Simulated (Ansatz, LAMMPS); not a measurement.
# What went wrong? glassy 67P2O5-33MgO (mol %) (80 atoms)

Program: Ansatz 0.2.0. The cell: 20 P, 5 Mg and 55 O.

input.yaml reads:

```yaml
crystal:
  lattice:
    - [10.5138, 0.0, 0.0]
    - [0.0, 10.5138, 0.0]
    - [0.0, 0.0, 10.5138]
  atoms:
    - { symbol: P, position: [0.26995, 0.76162, 0.95536] }
    - { symbol: P, position: [0.74822, 0.06311, 0.56302] }
    - { symbol: P, position: [0.63302, 0.45344, 0.44803] }
    - { symbol: P, position: [0.09694, 0.66201, 0.74234] }
    - { symbol: P, position: [0.3292, 0.19336, 0.55576] }
    - { symbol: P, position: [0.4981, 0.131, 0.15832] }
    - { symbol: P, position: [0.17674, 0.81822, 0.50608] }
    - { symbol: P, position: [0.56956, 0.73025, 0.37022] }
    - { symbol: P, position: [0.51477, 0.367, 0.70357] }
    - { symbol: P, position: [0.80296, 0.59327, 0.76643] }
    - { symbol: P, position: [0.28911, 0.05354, 0.97131] }
    - { symbol: P, position: [0.46597, 0.93154, 0.55386] }
    - { symbol: P, position: [0.77165, 0.20221, 0.0581] }
    - { symbol: P, position: [0.71658, 0.48982, 0.02826] }
    - { symbol: P, position: [0.10122, 0.38111, 0.97005] }
    - { symbol: P, position: [0.80818, 0.99627, 0.84997] }
    - { symbol: P, position: [0.97232, 0.98748, 0.3739] }
    - { symbol: P, position: [0.03032, 0.24143, 0.22398] }
    [... 56 atom lines left out ...]
    - { symbol: O, position: [0.85975, 0.00896, 0.47296] }
    - { symbol: O, position: [0.93395, 0.89288, 0.27686] }
    - { symbol: O, position: [0.17249, 0.71816, 0.85279] }
    - { symbol: O, position: [0.14973, 0.53434, 0.71219] }
    - { symbol: O, position: [0.78457, 0.57119, 0.12599] }
    - { symbol: O, position: [0.57963, 0.40254, 0.5772] }
kpoints:
  mp_grid: { grid: [1, 1, 1] }
hamiltonian:
  xc: pbe
scf:
  occupations: { method: fixed }
  eigensolver: { kind: { support_functions: { accuracy: medium, radius: 3.16 } } }
  max_iter: 150
output:
  forces: true
  eigenvalues: true
```

Started as:

```bash
$ ansatz run input.yaml --threads 4 --pin off --max-ram 8192MiB --backend cpu --events-out ev --progress --plain --runs-dir out
```

What it wrote:

```text
Warning: scf.eigensolver.kind.support_functions: disabling space-group detection — the functions' gradient is summed over unrotated k-points, so no spatial operation reduces the k-mesh or symmetrises the density; time reversal is kept, so that k and −k are solved as one point where they differ and the mesh holds both, and exact exchange and, on two spinor components, a DFT+U term hold to it where the run has them: [...]
Warning: basis.ecutwfc = 464 eV, auto-derived: no grid that the accuracy of the support functions lays serves the files at the lower one that their records recommend; a deck with other species or settings can derive another value
settings of this run that can trade accuracy for cost: scf.eigensolver.kind.support_functions [...]
Engine: ansatz 0.2.0, aarch64-unknown-linux-gnu
Pseudopotentials: kind: paw
Pseudopotential: P, paw, valence charge 5, recommended cutoff 420 eV (normal), P.paw.azcp
Pseudopotential: Mg, paw, valence charge 10, recommended cutoff 420 eV (normal), Mg.paw.azcp
Pseudopotential: O, paw, valence charge 6, recommended cutoff 420 eV (normal), O.paw.azcp
[... 5 lines on functional and potentials left out ...]
Error: SCF: the radius of support functions is under 3.54 Å, the least for these sites at the functions' level (scf.eigensolver.kind.support_functions.accuracy). Use scf.eigensolver.kind: auto, or type scf.eigensolver.kind.support_functions.radius at least as long, [...]
```

Run time: 3.5 s. Hardware: 4 threads of Arm Neoverse V2, shared host; peak memory 0.26 GiB.

Q: Name the fault and the fix.

A radius under the least that the level allows: support_functions.radius = 3.16.

The fix is to use a longer radius.

The run ended with an error.

[Long decimals in the printed logs are rounded to 6 places.]

[Logs are printed without paths, hosts, clocks, repeated set-up lines and the standing remarks that a program may print on its own settings, such as how far it seeks lower states.]

[Hosts, paths, dates, database ids (printed as entryN), source tags and the programs' standing remarks are cut or masked in the printed files.]
